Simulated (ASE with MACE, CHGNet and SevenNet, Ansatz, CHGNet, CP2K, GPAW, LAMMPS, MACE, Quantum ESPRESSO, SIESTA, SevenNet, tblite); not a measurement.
**Machine-learned potentials runs on glassy 62SiO2-21B2O3-8Na2O-8MgO (mol %) (80 atoms)**

How do the settings of machine-learned potentials change the result for glassy 62SiO2-21B2O3-8Na2O-8MgO (mol %) (80 atoms)? A plane-wave run serves as the yardstick.

Program: ASE with MACE, CHGNet and SevenNet. Level of theory: the method is named at each step. Results are calculated unless marked as measured.

### Step 1. The starting structure

The cell holds 80 atoms: 15 Si, 10 B, 4 Na, 2 Mg and 49 O. Its edges and angles: a = 9.864 Å, b = 9.864 Å, c = 9.864 Å, α = 90.0°, β = 90.0°, γ = 90.0°. 80 atoms (15 Si, 10 B, 4 Na, 2 Mg, 49 O) placed at random at 2.23 g/cm³, melted at 3000 K for 20 ps at fixed volume with the Buckingham and Coulomb pair potential of Guillot and Sator (Geochim. Cosmochim. Acta 71, 1249 (2007)) with the boron terms of Wang et al. (J. Non-Cryst. Solids 498, 294 (2018)). Quenched from 3000 K to 300 K at 50 K/ps and fixed volume, held 10 ps at zero pressure, then minimised at fixed cell.

The yardstick, on the same geometry:

- method: Kohn-Sham DFT, PBE, SSSP efficiency 1.3.0 pseudopotentials, plane waves (Quantum ESPRESSO 7.5); sssp-pbe-1.3.0-efficiency, cutoffs 60/480 Ry, Γ point
- r.m.s. force component: 0.8815 eV/Å
- longest force: 3.856 eV/Å
- pressure: 0.0683 GPa
- gap (highest filled to lowest empty level): 1.804 eV
- time: 1.8 min on 4 MPI ranks of Arm Neoverse V2, shared host
- CPU time: 7.4 min

### Step 2. MACE MP-0b3 medium potential

Method: machine-learned interatomic potential MACE MP-0b3 medium, trained on PBE(+U) plane-wave data.

run.py reads:

```python
import numpy as np
from ase.io import read
import mlip  # loads the published weights by name

atoms = read("structure.xyz")
atoms.calc = mlip.calc("mace-mp-0b3-medium")
energy = atoms.get_potential_energy()
forces = atoms.get_forces()
print(f"energy {energy:.6f} eV")
print("forces (eV/A)")
for i, (a, f) in enumerate(zip(atoms, forces)):
    print(f"{i:4d} {a.symbol:2s} {f[0]:10.5f} {f[1]:10.5f} {f[2]:10.5f}")
stress = -atoms.get_stress(voigt=False) * 160.21766
print("stress (GPa, compression positive)")
for row in stress:
    print(" ".join(f"{x:10.4f}" for x in row))
```

structure.xyz reads:

```xyz
80
Lattice="9.86421 0.00000 0.00000 0.00000 9.86421 0.00000 0.00000 0.00000 9.86421" Properties=species:S:1:pos:R:3 pbc="T T T"
Si 3.39112 0.37671 5.01418
Si 0.17203 0.48808 2.84790
Si 6.67886 3.24039 4.77724
Si 8.90620 6.42061 1.05784
Si 9.13002 4.41512 3.38688
Si 4.23964 5.30596 4.45369
Si 1.35426 5.63237 5.19341
Si 6.92468 0.46766 1.79578
Si 0.81242 1.45211 5.82304
Si 1.90951 5.45451 0.49282
Si 7.39510 8.59114 6.59186
Si 2.27173 6.89784 7.84165
Si 1.14681 2.80952 1.30385
Si 0.16069 9.07014 8.03124
Si 6.05258 5.89022 1.40289
B 3.67215 6.85355 1.99178
B 4.32230 9.55556 2.43044
B 4.86592 7.21399 6.53188
B 8.76672 3.50268 6.82761
B 1.64653 8.23178 4.00941
B 5.44948 3.19097 7.85507
B 8.60544 9.15576 0.29652
B 9.02990 3.54184 9.42999
B 5.85668 1.00171 6.14876
B 6.53898 3.18081 0.63871
Na 2.75488 3.53316 7.33167
Na 5.24332 0.22066 8.91172
Na 6.99402 5.63404 8.03529
Na 4.22750 2.73426 2.24657
Mg 6.01914 7.98764 3.96117
Mg 2.21037 8.87453 1.26203
O 2.79236 4.85003 5.13057
O 6.93109 0.27679 6.82554
O 1.29951 6.30964 6.66742
O 9.82899 2.69283 6.42969
O 8.49269 0.48009 2.34413
O 7.98863 3.50939 0.48640
O 5.00934 4.42952 7.41996
O 7.38642 6.23694 0.49153
O 2.35478 6.78529 1.33088
O 0.04577 4.78197 4.77951
O 0.26752 1.14662 4.32467
O 0.27995 3.47348 2.52129
O 7.57621 3.62155 6.11916
O 6.40207 6.42061 2.89011
O 9.16040 8.01694 0.87515
O 3.80305 5.76297 2.94674
O 3.90988 0.06767 1.10242
O 1.41403 8.13067 8.50768
O 0.57686 0.20754 6.84270
O 2.36998 8.94467 4.96663
O 2.48036 5.65032 8.85826
O 0.99204 8.93076 2.99517
O 1.46878 6.87200 4.15846
O 1.17177 1.24841 1.76806
O 9.45702 0.01716 9.33322
[... 20 atom lines left out ...]
O 8.70260 8.24352 7.52225
O 7.25838 9.46471 0.41479
O 4.77073 0.06274 5.80045
O 5.85549 4.28580 1.29645
```

Started as:

```bash
> OMP_NUM_THREADS=1 python run.py > output.txt
```

The program printed:

```text
energy -596.613862 eV
forces (eV/A)
   0 Si    0.22785   -0.81359   -1.28105
   1 Si   -0.74845    0.89816    1.79218
   2 Si    0.63689   -0.94242    0.87775
   3 Si   -0.45954   -0.54699    0.58674
   4 Si    0.33651   -0.02413   -1.30493
   5 Si   -0.32103    0.71887   -1.05793
   6 Si    0.54364    1.60813   -0.64686
   7 Si    0.09346    0.72327   -0.85994
   8 Si   -0.96942   -0.92981   -0.30383
   9 Si   -1.26410    0.92906    0.08250
  10 Si    0.49532    1.38709   -2.39547
  11 Si   -0.06726   -0.32832   -1.17066
  12 Si   -3.03693    1.54508    0.27515
  13 Si   -1.05912    0.64180   -0.70189
  14 Si   -0.25221    0.21092    1.73283
  15 B     2.16897    0.20537    0.36799
  16 B    -1.07535   -0.11243   -1.51138
  17 B    -0.55072   -0.13302    0.14442
  18 B    -0.88886   -1.10817    0.33541
  19 B     0.94974   -0.62956    2.07176
  20 B     0.40646    0.93011    0.25699
  21 B    -0.27429   -0.41146   -0.42536
  22 B    -1.90924   -1.14569    1.01869
  23 B     0.37443    0.99609    0.14566
[...]
72 O    -0.40269   -0.41445    0.07619
  73 O    -0.75158   -0.11578    0.90431
  74 O    -0.07829   -0.07211   -1.03076
  75 O     0.75614    0.72704    0.48770
  76 O    -0.04697   -0.78399    0.30494
  77 O     0.21760   -0.10445   -0.23996
  78 O    -0.71575   -0.52643    0.30542
  79 O    -0.56751   -0.90307    0.23973
stress (GPa, compression positive)
   -1.0765     0.1900    -0.7345
    0.1900    -0.0333     0.4412
   -0.7345     0.4412     2.4055
```

The job ended after 7.9 s (1 thread of Arm Neoverse V2, shared host; peak memory 1.1 GiB).

Banners, paths, timers and routine set-up lines are dropped from the logs unmarked, and long logs keep their key lines alone; longer cuts are marked.

Numbers from this run, and their distance from the reference:

```
r.m.s. force component                  : 0.7615 eV/Å
r.m.s. difference of force components   : 210.3 meV/Å
longest difference of force vectors     : 957.5 meV/Å
force difference over r.m.s. force      : 23.86 %
slope of forces against the reference's : 0.8446
correlation of force components         : 0.9778
pressure                                : 0.4319 GPa
pressure difference                     : 0.3636 GPa
```

Length of the force difference by element (eV/Å):

| element | atoms | mean | most |
| --- | --- | --- | --- |
| B | 10 | 0.52 | 0.77 |
| Mg | 2 | 0.31 | 0.37 |
| Na | 4 | 0.15 | 0.24 |
| O | 49 | 0.24 | 0.77 |
| Si | 15 | 0.43 | 0.96 |

Local excerpt of 9 atoms (numbers count through the whole input) about O72, picked at random; x, y, z are measured from there.

```
atom      x      y      z  distance (Å)  bonds     Fx     Fy  Fz (eV/Å)
 O72   0.00   0.00   0.00          0.00      3  -0.77  -0.11       0.74
 B21   0.13   1.13   0.82          1.40      3   0.41   0.93       0.26
 B24   0.54  -1.06  -0.89          1.48      4   0.37   1.00       0.15
 O70   1.02  -0.40  -2.11          2.38      2   0.28   0.72      -1.10
 O57   0.67   0.96   2.09          2.40      2  -0.42  -0.83      -0.36
 O79  -0.55  -2.00  -1.24          2.41      2  -0.72  -0.53       0.31
 O33   1.61  -1.78  -0.21          2.41      3  -0.04  -0.17       1.05
 O38  -0.31   2.37   0.38          2.42      3   0.08  -1.11       0.46
Na27  -0.07  -1.84   1.87          2.63      4   0.17   0.25       0.11
```

Atoms are counted from 1 here, from 0 in the log.

Forces lie 24 % from the reference's, at 0.018 times its CPU time (on 1 against 4 cores).

### Step 3. CHGNet 0.3.0 potential

Method: machine-learned interatomic potential CHGNet 0.3.0, trained on PBE(+U) plane-wave data.

Changes to run.py since step 2:

```diff
@@ -5,3 +5,3 @@
 atoms = read("structure.xyz")
-atoms.calc = mlip.calc("mace-mp-0b3-medium")
+atoms.calc = mlip.calc("chgnet-0.3.0")
 energy = atoms.get_potential_energy()
```

structure.xyz is that of step 2.

The program printed:

```text
CHGNet v0.3.0 initialized with 412,525 parameters
CHGNet will run on cpu
energy -631.893921 eV
forces (eV/A)
   0 Si    0.35453   -0.71336   -1.03451
   1 Si   -0.93537    1.05818    1.31536
   2 Si    0.40768   -0.85194    0.78021
   3 Si   -0.66615   -0.76855    0.52023
   4 Si    0.22675   -0.10360   -1.22091
   5 Si   -0.20695    0.47362   -1.13295
   6 Si    0.61055    1.05829   -0.44259
   7 Si   -0.07952    0.69839   -0.61598
   8 Si   -0.65817   -0.86173   -0.22098
   9 Si   -1.07258    0.67848    0.08096
  10 Si    0.54325    1.34133   -2.52467
  11 Si   -0.15690   -0.30364   -1.00500
  12 Si   -2.53223    1.49487    0.33786
  13 Si   -1.06289    0.48414   -0.84069
  14 Si    0.01441    0.15319    1.83344
  15 B     2.02772   -0.17975    0.71165
  16 B    -0.69229   -0.01874   -1.21978
  17 B    -0.26333   -0.17373   -0.05732
  18 B    -0.63416   -0.89075    0.07422
  19 B     1.18674   -0.54848    2.10050
  20 B     0.27245    0.95690   -0.14576
  21 B    -0.35387   -0.49752   -0.39633
  22 B    -1.91410   -0.96108    1.15432
  23 B     0.37947    0.97219    0.21424
[...]
72 O    -0.31287   -0.40014    0.20820
  73 O    -0.73292   -0.25844    0.63861
  74 O    -0.19369    0.02272   -1.31907
  75 O     0.61529    0.69268    0.51853
  76 O     0.11426   -0.81684    0.29040
  77 O     0.34946   -0.28075   -0.62121
  78 O    -0.69286   -0.48657    0.33642
  79 O    -0.61290   -0.83212    0.12465
stress (GPa, compression positive)
   -1.0340     0.2066    -0.7163
    0.2066     0.4380     0.3405
   -0.7163     0.3405     2.5120
```

The job ended after 4.2 s (1 thread; peak memory 1.3 GiB).

Against the reference:

```
r.m.s. force component                  : 0.7215 eV/Å
r.m.s. difference of force components   : 247.6 meV/Å
longest difference of force vectors     : 1042 meV/Å
force difference over r.m.s. force      : 28.09 %
slope of forces against the reference's : 0.7955
correlation of force components         : 0.9719
pressure                                : 0.6387 GPa
pressure difference                     : 0.5704 GPa
```

Against the first run (24 %), the force difference from the reference is 28 %, at 0.53 times the CPU time.

### Step 4. SevenNet 0 potential

Method: machine-learned interatomic potential SevenNet 0, trained on PBE(+U) plane-wave data.

Changes to run.py since step 3:

```diff
@@ -5,3 +5,3 @@
 atoms = read("structure.xyz")
-atoms.calc = mlip.calc("chgnet-0.3.0")
+atoms.calc = mlip.calc("7net-0")
 energy = atoms.get_potential_energy()
```

structure.xyz is that of step 3.

The program printed:

```text
energy -596.654663 eV
forces (eV/A)
   0 Si    0.14672   -0.90787   -1.25070
   1 Si   -0.64478    0.93002    1.71596
   2 Si    0.69615   -1.00335    1.02416
   3 Si   -0.54677   -0.61386    0.63723
   4 Si    0.35237   -0.04712   -1.30806
   5 Si   -0.17243    0.91347   -1.21883
   6 Si    0.56407    1.52648   -0.66712
   7 Si   -0.18382    0.76224   -0.89980
   8 Si   -1.06854   -0.80899   -0.31527
   9 Si   -1.18548    0.88666    0.03928
  10 Si    0.49934    1.27309   -3.06509
  11 Si    0.01974   -0.39390   -1.20018
  12 Si   -3.13383    1.45734    0.30219
  13 Si   -1.24103    0.67845   -0.84019
  14 Si   -0.19985    0.27122    2.06843
  15 B     2.28766    0.03627    0.59132
  16 B    -1.17304   -0.09239   -2.00552
  17 B    -0.32622   -0.26511    0.20529
  18 B    -0.96906   -1.04633    0.41251
  19 B     1.03064   -0.65686    1.98572
  20 B     0.14217    1.02517   -0.06976
  21 B    -0.51558   -0.43401   -0.42417
  22 B    -2.07696   -1.06464    0.98752
  23 B     0.58222    1.06639    0.37986
[...]
72 O    -0.46137   -0.41834    0.33038
  73 O    -0.76407   -0.27466    0.83298
  74 O    -0.16080   -0.13451   -1.12999
  75 O     0.64817    0.59987    0.44912
  76 O     0.18896   -0.78199    0.47906
  77 O     0.45669   -0.15416   -0.22567
  78 O    -0.77065   -0.55226    0.25193
  79 O    -0.55342   -0.95857    0.22053
stress (GPa, compression positive)
   -1.6196     0.2020    -0.7742
    0.2020    -0.0182     0.4782
   -0.7742     0.4782     2.3216
```

Wall time 9.4 s (1 thread); peak memory 0.97 GiB.

Against the reference:

```
r.m.s. force component                  : 0.7944 eV/Å
r.m.s. difference of force components   : 167.5 meV/Å
longest difference of force vectors     : 787 meV/Å
force difference over r.m.s. force      : 19 %
slope of forces against the reference's : 0.888
correlation of force components         : 0.9854
pressure                                : 0.2279 GPa
pressure difference                     : 0.1596 GPa
```

Against the first run (24 %), the force difference from the reference is 19 %, at 1.2 times the CPU time.

### Step 5. All runs compared

Differences are against the plane-wave reference, forces as r.m.s. over components; share is that over the reference's r.m.s. force, slope the least-squares factor from reference forces to these. Total energies of different programs have different zeros and aren't compared.

| run | Δ force, r.m.s. (meV/Å) | share (%) | slope | Δ pressure (GPa) | cores | CPU time | memory (GiB) |
| --- | --- | --- | --- | --- | --- | --- | --- |
| reference | - | - | - | - | 4 | 7.4 min | 2.8 |
| MACE MP-0b3 medium potential | 210 | 23.9 | 0.845 | 0.364 | 1 | 7.9 s | 1.1 |
| CHGNet 0.3.0 potential | 248 | 28.1 | 0.795 | 0.570 | 1 | 4.2 s | 1.3 |
| SevenNet 0 potential | 168 | 19.0 | 0.888 | 0.160 | 1 | 9.4 s | 0.97 |

Times of the machine-learned potentials are mostly Python's start and the loading of weights.

CPU time is summed over cores on a shared host, where runs went side by side, so it is rough. Symmetry, cutoffs, thresholds, outputs and thread counts weren't matched or tuned between programs; memory under MPI is the largest rank's times the ranks.

### Step 6. Results

| Property | Result |
| --- | --- |
| nearest in forces | SevenNet 0 potential, 19 % |
| its CPU time | 9.4 s |

In words: Machine-learned potentials differ by 19 % (SevenNet 0 potential) to 28 % (CHGNet 0.3.0 potential); they were trained on other programs' data. Among those trained on PBE data the slope goes as low as 0.80, which softening far from their training structures can give, though the reference's k-sampling is untested too. The reference's pressure holds the uncorrected Pulay stress of its 60 Ry basis, so small pressure differences, and their order, may be the reference's own error. Machine-learned potentials mimic data converged in k, so the reference's own k-point error enters their differences. The quench rate of 50 K/ps is many orders above laboratory rates, so the cell is likely richer in defects and strain than a real sample. The network of bonds at the start is that of the classical potential that made the cell, and needn't be the one that DFT or experiment would give. The reference's stress is far from hydrostatic: its diagonal is -1.8, -0.2, 2.2 GPa, compression counted positive. The electronic-structure runs sample only Γ, in a cell whose shortest periodic width is 10 Å.

[Also dropped from logs without a mark: logging warnings of Python, and SIESTA's first energy breakdown and zero terms.]

[Logs are printed without paths, hosts, clocks, repeated set-up lines and the standing remarks that a program may print on its own settings, such as how far it seeks lower states.]

[Hosts, paths, dates, database ids (printed as entryN), source tags and the programs' standing remarks are cut or masked in the printed files.]
